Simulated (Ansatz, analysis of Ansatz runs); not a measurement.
# BaH2 (Pnma), nudged elastic band: V_H hop (3.0 Å) (q = +1)

How high is the barrier when H changes place in BaH2 (Pnma)? The case: V_H hop (3.0 Å), charge +1, in a cell of 48 host atoms with 1 H taken out.

Calculated with Ansatz 0.2.0; plane-wave PAW DFT, LDA; nudged elastic band between two relaxed defect structures at fixed charge in a uniform background.

## (1) The starting structure

The cell holds 47 atoms: 16 Ba and 31 H. Cell: a = 10.845 Å, b = 10.845 Å, c = 10.845 Å, α = 105.9°, β = 135.9°, γ = 90.4°. It derives from BaH2 (space group Pnma). Nearest the centre at fractional (0.348, 0.378, 0.530): H36 at 1.51 Å, Ba2 at 2.21 Å, Ba9 at 2.31 Å, H32 at 2.66 Å, Ba13 at 2.81 Å, H29 at 2.88 Å, H21 at 3.23 Å, H38 at 3.25 Å. The cell carries charge +1.

The cell's shortest repeat is 8.1 Å.

## (2) Relaxation of the start point, charge +1

The ends come first: from an unrelaxed start the top is counted from too high an energy, and the barrier comes out too low. Small random displacements break the symmetry of the ideal sites, so that the defect can distort if it gains by it. The charge of +1 is set by the electron count, and a uniform background keeps the cell neutral.

qp1.start/input.yaml

```yaml
crystal:
  lattice:
    - [-6.53156083, 4.07331772, 7.63914461]
    - [6.53156083, -4.07331772, 7.63914461]
    - [6.53156083, 4.07331772, -7.63914461]
  atoms:
    - { symbol: Ba, position: [0.31925946, 0.07412116, 0.0048617] }
    - { symbol: Ba, position: [0.31925946, 0.57412116, 0.5048617] }
    - { symbol: Ba, position: [0.81925946, 0.07412116, 0.5048617] }
    - { symbol: Ba, position: [0.81925946, 0.57412116, 0.0048617] }
    - { symbol: Ba, position: [0.18074054, 0.42587884, 0.9951383] }
    - { symbol: Ba, position: [0.18074054, 0.92587884, 0.4951383] }
    - { symbol: Ba, position: [0.68074054, 0.42587884, 0.4951383] }
    - { symbol: Ba, position: [0.68074054, 0.92587884, 0.9951383] }
    - { symbol: Ba, position: [0.18074054, 0.18560225, 0.2548617] }
    - { symbol: Ba, position: [0.18074054, 0.68560225, 0.7548617] }
    - { symbol: Ba, position: [0.68074054, 0.18560225, 0.7548617] }
    - { symbol: Ba, position: [0.68074054, 0.68560225, 0.2548617] }
    - { symbol: Ba, position: [0.31925946, 0.31439775, 0.7451383] }
    - { symbol: Ba, position: [0.31925946, 0.81439775, 0.2451383] }
    - { symbol: Ba, position: [0.81925946, 0.31439775, 0.2451383] }
    - { symbol: Ba, position: [0.81925946, 0.81439775, 0.7451383] }
    - { symbol: H, position: [0.46988563, 0.10861387, 0.88872824] }
    - { symbol: H, position: [0.46988563, 0.60861387, 0.38872824] }
    - { symbol: H, position: [0.96988563, 0.10861387, 0.38872824] }
    - { symbol: H, position: [0.96988563, 0.60861387, 0.88872824] }
    - { symbol: H, position: [0.03011437, 0.39138613, 0.11127176] }
    - { symbol: H, position: [0.03011437, 0.89138613, 0.61127176] }
    - { symbol: H, position: [0.53011437, 0.89138613, 0.11127176] }
    - { symbol: H, position: [0.03011437, 0.41884261, 0.63872824] }
    - { symbol: H, position: [0.03011437, 0.91884261, 0.13872824] }
    - { symbol: H, position: [0.53011437, 0.41884261, 0.13872824] }
    - { symbol: H, position: [0.53011437, 0.91884261, 0.63872824] }
    - { symbol: H, position: [0.46988563, 0.08115739, 0.36127176] }
    - { symbol: H, position: [0.46988563, 0.58115739, 0.86127176] }
    - { symbol: H, position: [0.96988563, 0.08115739, 0.86127176] }
    - { symbol: H, position: [0.96988563, 0.58115739, 0.36127176] }
    - { symbol: H, position: [0.33911476, 0.13913335, 0.55001859] }
    - { symbol: H, position: [0.33911476, 0.63913335, 0.05001859] }
    - { symbol: H, position: [0.83911476, 0.13913335, 0.05001859] }
    - { symbol: H, position: [0.83911476, 0.63913335, 0.55001859] }
    - { symbol: H, position: [0.16088524, 0.36086665, 0.44998141] }
    - { symbol: H, position: [0.16088524, 0.86086665, 0.94998141] }
    - { symbol: H, position: [0.66088524, 0.36086665, 0.94998141] }
    - { symbol: H, position: [0.66088524, 0.86086665, 0.44998141] }
    - { symbol: H, position: [0.16088524, 0.21090382, 0.80001859] }
    - { symbol: H, position: [0.16088524, 0.71090382, 0.30001859] }
    - { symbol: H, position: [0.66088524, 0.21090382, 0.30001859] }
    - { symbol: H, position: [0.66088524, 0.71090382, 0.80001859] }
    - { symbol: H, position: [0.33911476, 0.28909618, 0.19998141] }
    - { symbol: H, position: [0.33911476, 0.78909618, 0.69998141] }
    - { symbol: H, position: [0.83911476, 0.28909618, 0.69998141] }
    - { symbol: H, position: [0.83911476, 0.78909618, 0.19998141] }
total_charge: 1
basis:
  ecutwfc: 420
  xc_grid: 2
hamiltonian:
  xc: lda
kpoints:
  mp_grid: { grid: [1, 1, 1], shift: [0.25, 0.25, 0.25] }
scf:
  occupations: { method: fixed }
  max_iter: 80
output:
  forces: true
relax:
  f_tol: 0.015
  max_steps: 70
  random_displacement: { amplitude: 0.03, seed: 2874 }
```

Run with:

```sh
> ansatz run input.yaml --threads 4 --pin off --max-ram 7536MiB --backend cpu --events-out ev --progress --plain --runs-dir out
```

Numbers of over 12 decimals in the logs are rounded to 6 here.

What it wrote:

```text
[... repeated set-up lines and file paths are left out, and long positions are rounded to six places ...]
The last accepted step is kept in <dir> (removed where the run ends without a failure and the disk answers)
Engine: ansatz 0.2.0, aarch64-unknown-linux-gnu
Pseudopotentials: kind: paw
Pseudopotential: Ba, paw, valence charge 10, recommended cutoff 420 eV (normal), Ba.paw.azcp
Pseudopotential: H, paw, valence charge 1, recommended cutoff 420 eV (normal), H.paw.azcp
Functional definition: SPW92
  exchange = slater_x
  correlation = pw_c
Crystal: 47 atoms, lattice volume = 812.962 Å³
Basis set: ecut = 420 eV, 15881 PW (Γ), exchange–correlation on 150×150×150 points (8 copies of the dense FFT grid, shifted against one another)
Bands: 142, of which v1, the nominal top of the filled ones, is band 95 counted from 1 (94 counted from 0)
Symmetry: 1 space group operations
k-points: 1
Non-local potential: Ba, projectors of the file, l = 0: 3, l = 1: 2, l = 2: 2, l = 3: 2
Non-local potential: H, projectors of the file, l = 0: 2, l = 1: 1
PAW form: soft (Blöchl's): semilocal exchange-correlation on the pseudo side does not see the compensation charge
PAW frozen core: Ba, regenerated for the run's functional, and the local potential with it (the file was generated under x = pbe(κ = 0.804, μ = 0.219515), c = pbe(β = 0.066725))
PAW one-centre angular grid: Ba, 194 points (default); XC on 64 Gauss nodes
PAW one-centre angular grid: H, 110 points (default); XC on 64 Gauss nodes
Initial density: superposition of atomic densities (neutral atoms scaled as one to the charged cell's electrons: chi_scale 0, normalization atom), corrected by the library's trained network
Initial wavefunctions: pseudopotential atomic-orbital guess
Functional: x = slater, c = lda
SCF iter   1: F=—  HF=-92990.250972 eV  |F-HF|=—  |Δ(HF+E_count)|=         —  Δρ=1.09e-2  dr2=1.32e0  ethr=1.77e-3  ⟨swp⟩=9.0  Hψ=452  notcnv=0  defer=44
preconditioner: auto → Resta (q_TF=auto, 2.141 Å⁻¹)  ε∞=2.8  [insulator: Δε(μ)=2.219 eV  Ē_g=12.100 eV  n_scr=138 (ndim 8)  ℏωp=16.4 eV  f_vac=0.000  ε∞_Penn≈2.8]
SCF iter   2: F=—  HF=-92989.846105 eV  |F-HF|=—  |Δ(HF+E_count)|=   4.05e-1  Δρ=4.17e-3  dr2=2.16e-1  ethr=6.93e-4  ⟨swp⟩=4.0  Hψ=188  notcnv=0  defer=45
SCF iter   3: F=—  HF=-92989.782696 eV  |F-HF|=—  |Δ(HF+E_count)|=   6.34e-2  Δρ=7.72e-4  dr2=1.09e-2  ethr=1.14e-4  ⟨swp⟩=5.0  Hψ=198  notcnv=0  defer=22
automatic band count: iteration 3 solves 119 bands in place of 142: the levels show a gap, and the empty bands left out lie too high to hold charge; the band table lists the bands solved (type scf.n_extra_bands for more)
SCF iter   4: F=—  HF=-92989.784824 eV  |F-HF|=—  |Δ(HF+E_count)|=   2.13e-3  Δρ=2.05e-4  dr2=1.03e-3  ethr=5.73e-6  ⟨swp⟩=7.0  Hψ=186  notcnv=0  defer=22
SCF iter   5: F=—  HF=-92989.785483 eV  |F-HF|=—  |Δ(HF+E_count)|=   6.59e-4  Δρ=5.31e-5  dr2=3.80e-5  ethr=5.41e-7  ⟨swp⟩=3.0  Hψ=201  notcnv=0  defer=22
SCF iter   6: F=-92989.785512 eV  HF=-92989.785512 eV  |F-HF|=6.24e-8  |Δ(HF+E_count)|=   2.87e-5  Δρ=1.06e-5  dr2=1.02e-6  ethr=2.96e-9  ⟨swp⟩=5.0  Hψ=414  notcnv=0
SCF 1 converged in 6 iterations: F = -92989.785512 eV  dr2 = 1.02e-6
  greatest PAW one-centre occupation: 0.956 electrons in one spin orbital (limit 2), on the Ba atom at site 8 (counted from 0), in its partial waves of l = 0
relax step   1: F+E_penalty+E_count = -92989.78551190 eV  Δ(F+E_penalty+E_count) = +0.000e0 eV  max|allowed force component| = 7.525e-1 eV/Å  Δτ_max = 0.0000 Å  (6 SCF iters, dr2 threshold 5.63e-6 eV, accepted)
[... the SCF cycles and remarks between the steps are left out from here to the last step ...]
relax step   2: F+E_penalty+E_count = -92990.02308881 eV  Δ(F+E_penalty+E_count) = -2.376e-1 eV  max|allowed force component| = 6.121e-1 eV/Å  Δτ_max = 0.1950 Å  (5 SCF iters, dr2 threshold 3.54e-5 eV, accepted)
relax step   3: F+E_penalty+E_count = -92990.25639063 eV  Δ(F+E_penalty+E_count) = -2.333e-1 eV  max|allowed force component| = 9.996e-2 eV/Å  Δτ_max = 0.2000 Å  (5 SCF iters, dr2 threshold 2.34e-5 eV, accepted)
relax step   4: F+E_penalty+E_count = -92990.27428729 eV  Δ(F+E_penalty+E_count) = -1.790e-2 eV  max|allowed force component| = 1.575e-2 eV/Å  Δτ_max = 0.0694 Å  (5 SCF iters, dr2 threshold 6.24e-7 eV, accepted)
SCF iter   1: F=—  HF=-92990.275473 eV  |F-HF|=—  |Δ(HF+E_count)|=         —  Δρ=3.98e-4  dr2=2.19e-3  ethr=9.61e-6  ⟨swp⟩=3.0  Hψ=173  notcnv=0  defer=22
automatic band count: iteration 1 solves 119 bands in place of 142: the levels show a gap, and the empty bands left out lie too high to hold charge; the band table lists the bands solved (type scf.n_extra_bands for more)
SCF iter   2: F=—  HF=-92990.274976 eV  |F-HF|=—  |Δ(HF+E_count)|=   4.97e-4  Δρ=2.06e-4  dr2=5.30e-4  ethr=1.15e-6  ⟨swp⟩=1.0  Hψ=127  notcnv=0  defer=22
SCF iter   3: F=—  HF=-92990.274826 eV  |F-HF|=—  |Δ(HF+E_count)|=   1.50e-4  Δρ=1.79e-5  dr2=4.66e-6  ethr=2.79e-7  ⟨swp⟩=2.0  Hψ=131  notcnv=0  defer=19
SCF iter   4: F=—  HF=-92990.275230 eV  |F-HF|=—  |Δ(HF+E_count)|=   4.03e-4  Δρ=5.68e-6  dr2=3.35e-7  ethr=2.45e-9  ⟨swp⟩=2.0  Hψ=179  notcnv=0  defer=19
SCF iter   5: F=-92990.275230 eV  HF=-92990.275230 eV  |F-HF|=1.62e-9  |Δ(HF+E_count)|=   2.11e-8  Δρ=1.05e-6  dr2=1.38e-8  ethr=5.26e-11  ⟨swp⟩=4.0  Hψ=408  notcnv=0
SCF 5 converged in 5 iterations: F = -92990.275230 eV  dr2 = 1.38e-8
relax step   5: F+E_penalty+E_count = -92990.27522966 eV  Δ(F+E_penalty+E_count) = -9.424e-4 eV  max|allowed force component| = 3.426e-3 eV/Å  Δτ_max = 0.0149 Å  (5 SCF iters, accepted)
SCF converged after 5 iterations
Free energy (F): -92990.275230 eV
Harris-Foulkes:  -92990.275230 eV  (|F-HF|=1.62e-9)
Internal energy: -92990.275230 eV  (E = F + TS)
E sigma→0 (E₀):  -92990.275230 eV
Fermi energy:    4.970857 eV
--- Per-component energies (eV) ---
  E_band       = -935.736252
  E_kinetic    = 3106.941235
  E_local      = -4851.730444  (includes V_loc(G=0)·N_el)
  E_nonlocal   = 1000.067382
  E_hartree    = 1487.153237
  E_xc         = -2943.900742
  E_vxc        = -2530.727782  (∫ρ·V_xc dr)
  E_paw        = -80935.671978  (= ΣΔE_a)
  E_vpaw       = -634.559708  (= ΣTr[D̂ρ^β])
  E_aug_tail   = -0.033693  (compensation charges beyond the density's cutoff)
  E_ewald      = -9857.620475
  E_core_change = 4.520250  (= ΣΔE_core)
  E_smearing   = -0.000000  (= −TS)
  E_closure    = 0.000000  (closes the sum)
  E_deformation_potential = 14.981234  (in the stress; not in F)
  Σ components = -92990.275230   (vs F -92990.275230, Δ=0.00e0)
--- Forces (eV/Å), atoms counted from 1 ---
  atom   1  Ba     0.00130446    -0.00062865     0.00033343
  atom   2  Ba     0.00005469     0.00103953    -0.00313459
  [... 6 atoms left out ...]
  atom   9  Ba     0.00110236     0.00048773     0.00022790
  [... 3 atoms left out ...]
  atom  13  Ba    -0.00014651    -0.00044733     0.00154200
  [... 7 atoms left out ...]
  atom  21  H      0.00002483    -0.00002990     0.00249761
  [... 7 atoms left out ...]
  atom  29  H      0.00046274     0.00000872     0.00045763
  [... 2 atoms left out ...]
  atom  32  H     -0.00150457     0.00003530     0.00003998
  [... 3 atoms left out ...]
  atom  36  H     -0.00034436    -0.00011916    -0.00094914
  [... 1 atom left out ...]
  atom  38  H     -0.00011440     0.00000409    -0.00067280
  [... 4 atoms left out ...]
  atom  43  H     -0.00203425    -0.00031093    -0.00108006
  atom  44  H     -0.00026186     0.00046753    -0.00032235
  [... 3 atoms left out ...]
  max |Σ_I F_I| component: 1.15e-5 eV/Å
--- Relaxed structure (5 steps of the walk, 5 accepted, 0 SCFs on fresh bases) ---
  F+E_penalty+E_count = -92990.27522966 eV   max|allowed force component| = 3.426e-3 eV/Å
  atoms:
    - { symbol: Ba, position: [0.322553, 0.077725, 0.008280] }
    - { symbol: Ba, position: [0.314159, 0.582268, 0.503729] }
    [... 6 atoms left out ...]
    - { symbol: Ba, position: [0.167397, 0.166568, 0.239194] }
    [... 3 atoms left out ...]
    - { symbol: Ba, position: [0.316684, 0.316594, 0.749857] }
    [... 7 atoms left out ...]
    - { symbol: H, position: [0.020419, 0.387717, 0.117262] }
    [... 7 atoms left out ...]
    - { symbol: H, position: [0.475655, 0.590138, 0.864413] }
    [... 2 atoms left out ...]
    - { symbol: H, position: [0.343444, 0.147101, 0.553552] }
    [... 3 atoms left out ...]
    - { symbol: H, position: [0.183797, 0.357903, 0.457799] }
    [... 1 atom left out ...]
    - { symbol: H, position: [0.650025, 0.357848, 0.924000] }
    [... 4 atoms left out ...]
    - { symbol: H, position: [0.657149, 0.701585, 0.794397] }
    - { symbol: H, position: [0.350864, 0.298599, 0.226228] }
    [... 3 atoms left out ...]
```

The job ended after 18 s (4 threads of Arm Neoverse V1, shared host; peak memory 0.87 GiB).

Step by step:

```csv
step,energy less that of the first step (eV),largest force component (eV/Å)
1,0.0000,0.7525
2,-0.2376,0.6121
3,-0.4709,0.1000
4,-0.4888,0.0157
5,-0.4897,0.0034
```

The atoms that moved most (Å, from the sites as typed, ahead of the random displacement, the mean shift of all atoms taken out):

```csv
atom,dx,dy,dz,length
Ba7,-0.106,0.000,0.215,0.240
H38,-0.119,-0.137,0.090,0.203
H36,-0.119,0.138,0.090,0.203
H46,0.156,-0.116,-0.041,0.199
H44,0.156,0.116,-0.041,0.199
Ba11,-0.141,0.040,-0.131,0.196
Ba9,-0.141,-0.040,-0.130,0.196
Ba15,-0.117,0.000,0.124,0.170
```

Neighbours of H36 at the end:

```csv
atom,distance (Å)
Ba2,2.537
Ba13,2.558
Ba9,2.578
Ba15,2.635
H32,2.843
H21,2.855
H19,3.036
H29,3.090
```

Numbers from this step:

```
free energy                                                                                       : -92990.2752 eV
largest move from the ideal geometry of this structure, a common shift of the far atoms taken out : 0.2468 Å
```

The relaxation gained 0.490 eV and ended with a largest force component of 0.0034 eV/Å.

## (3) Relaxation of the end point, charge +1

The end point is relaxed in the same cell and settings, so that the two energies compare.

qp1.end/input.yaml

```yaml
crystal:
  lattice:
    - [-6.53156083, 4.07331772, 7.63914461]
    - [6.53156083, -4.07331772, 7.63914461]
    - [6.53156083, 4.07331772, -7.63914461]
  atoms:
    - { symbol: Ba, position: [0.31925946, 0.07412116, 0.0048617] }
    - { symbol: Ba, position: [0.31925946, 0.57412116, 0.5048617] }
[... 1 atom line left out ...]
    - { symbol: Ba, position: [0.81925946, 0.57412116, 0.0048617] }
[... 4 atom lines left out ...]
    - { symbol: Ba, position: [0.18074054, 0.18560225, 0.2548617] }
[... 1 atom line left out ...]
    - { symbol: Ba, position: [0.68074054, 0.18560225, 0.7548617] }
[... 1 atom line left out ...]
    - { symbol: Ba, position: [0.31925946, 0.31439775, 0.7451383] }
[... 7 atom lines left out ...]
    - { symbol: H, position: [0.03011437, 0.39138613, 0.11127176] }
[... 7 atom lines left out ...]
    - { symbol: H, position: [0.46988563, 0.58115739, 0.86127176] }
[... 2 atom lines left out ...]
    - { symbol: H, position: [0.33911476, 0.13913335, 0.55001859] }
[... 3 atom lines left out ...]
    - { symbol: H, position: [0.534589, 0.395508, 0.610919] }
[... 1 atom line left out ...]
    - { symbol: H, position: [0.66088524, 0.36086665, 0.94998141] }
[... 4 atom lines left out ...]
    - { symbol: H, position: [0.66088524, 0.71090382, 0.80001859] }
    - { symbol: H, position: [0.33911476, 0.28909618, 0.19998141] }
[... 2 atom lines left out ...]
    - { symbol: H, position: [0.83911476, 0.78909618, 0.19998141] }
total_charge: 1
basis:
  ecutwfc: 420
  xc_grid: 2
hamiltonian:
  xc: lda
kpoints:
  mp_grid: { grid: [1, 1, 1], shift: [0.25, 0.25, 0.25] }
scf:
  occupations: { method: fixed }
  max_iter: 80
output:
  forces: true
relax:
  f_tol: 0.015
  max_steps: 70
  random_displacement: { amplitude: 0.03, seed: 2874 }
```

What it wrote:

```text
[...]
Crystal: 47 atoms, lattice volume = 812.962 Å³
Basis set: ecut = 420 eV, 15881 PW (Γ), exchange–correlation on 150×150×150 points (8 copies of the dense FFT grid, shifted against one another)
Bands: 142, of which v1, the nominal top of the filled ones, is band 95 counted from 1 (94 counted from 0)
Symmetry: 1 space group operations
k-points: 1
[...]
SCF iter   1: F=—  HF=-92990.430084 eV  |F-HF|=—  |Δ(HF+E_count)|=         —  Δρ=1.09e-2  dr2=1.18e0  ethr=1.77e-3  ⟨swp⟩=6.0  Hψ=658  notcnv=0  defer=45
[...]
SCF iter   6: F=-92989.993031 eV  HF=-92989.993031 eV  |F-HF|=3.87e-8  |Δ(HF+E_count)|=   8.13e-6  Δρ=7.96e-6  dr2=5.63e-7  ethr=2.96e-9  ⟨swp⟩=5.0  Hψ=412  notcnv=0
SCF 1 converged in 6 iterations: F = -92989.993031 eV  dr2 = 5.63e-7
[...]
[... 3 atoms left out ...]
  max |Σ_I F_I| component: 3.67e-5 eV/Å
--- Relaxed structure (5 steps of the walk, 5 accepted, 0 SCFs on fresh bases) ---
  F+E_penalty+E_count = -92990.34784884 eV   max|allowed force component| = 3.075e-3 eV/Å
  atoms:
    - { symbol: Ba, position: [0.322316, 0.072746, 0.000339] }
    - { symbol: Ba, position: [0.328267, 0.589525, 0.511159] }
[...]
- { symbol: Ba, position: [0.182207, 0.172019, 0.239710] }
[...]
- { symbol: Ba, position: [0.322972, 0.314499, 0.751331] }
[...]
- { symbol: H, position: [0.037368, 0.389425, 0.137479] }
[...]
- { symbol: H, position: [0.456499, 0.576277, 0.844524] }
    [... 2 atoms left out ...]
    - { symbol: H, position: [0.333045, 0.144876, 0.544797] }
    [... 3 atoms left out ...]
    - { symbol: H, position: [0.501837, 0.389417, 0.601929] }
    [... 1 atom left out ...]
    - { symbol: H, position: [0.659016, 0.361095, 0.952000] }
    [... 4 atoms left out ...]
    - { symbol: H, position: [0.666917, 0.712835, 0.805784] }
    - { symbol: H, position: [0.341036, 0.286211, 0.195074] }
    [... 3 atoms left out ...]
[key lines of the parts left out:]
SCF converged after 5 iterations
Free energy (F): -92990.347849 eV
Fermi energy:    4.935277 eV
```

Wall time 17 s (4 threads); peak memory 0.87 GiB; 62 s of CPU time.

Relaxation path:

```csv
step,energy less that of the first step (eV),largest force component (eV/Å)
1,0.0000,0.6206
2,-0.1318,0.5253
3,-0.3439,0.0606
4,-0.3538,0.0206
5,-0.3548,0.0031
```

The atoms that moved most (Å, from the sites as typed, ahead of the random displacement, the mean shift of all atoms taken out):

```csv
atom,dx,dy,dz,length
H36,0.114,-0.145,-0.231,0.296
H21,0.110,0.145,-0.163,0.244
Ba9,-0.198,0.000,0.020,0.199
Ba2,0.082,0.000,0.136,0.158
H19,0.035,0.000,0.123,0.128
H17,-0.032,0.000,0.122,0.127
H24,-0.104,0.000,0.065,0.122
H27,-0.056,0.000,-0.103,0.118
```

Neighbours of H36 at the end:

```csv
atom,distance (Å)
Ba2,2.792
H32,2.857
Ba9,2.872
Ba4,2.883
Ba7,2.936
H38,2.961
Ba11,3.004
H44,3.158
H29,3.196
H46,3.210
```

Numbers from this step:

```
free energy                                                                                       : -92990.3478 eV
largest move from the ideal geometry of this structure, a common shift of the far atoms taken out : 0.3119 Å
```

The relaxation gained 0.355 eV and ended with a largest force component of 0.0031 eV/Å. The end lies 0.073 eV below the start.

[end of part 1 of 4]

[Logs are printed without paths, hosts, clocks, repeated set-up lines and the standing remarks that a program may print on its own settings, such as how far it seeks lower states.]

[Hosts, paths, dates, database ids (printed as entryN), source tags and the programs' standing remarks are cut or masked in the printed files.]
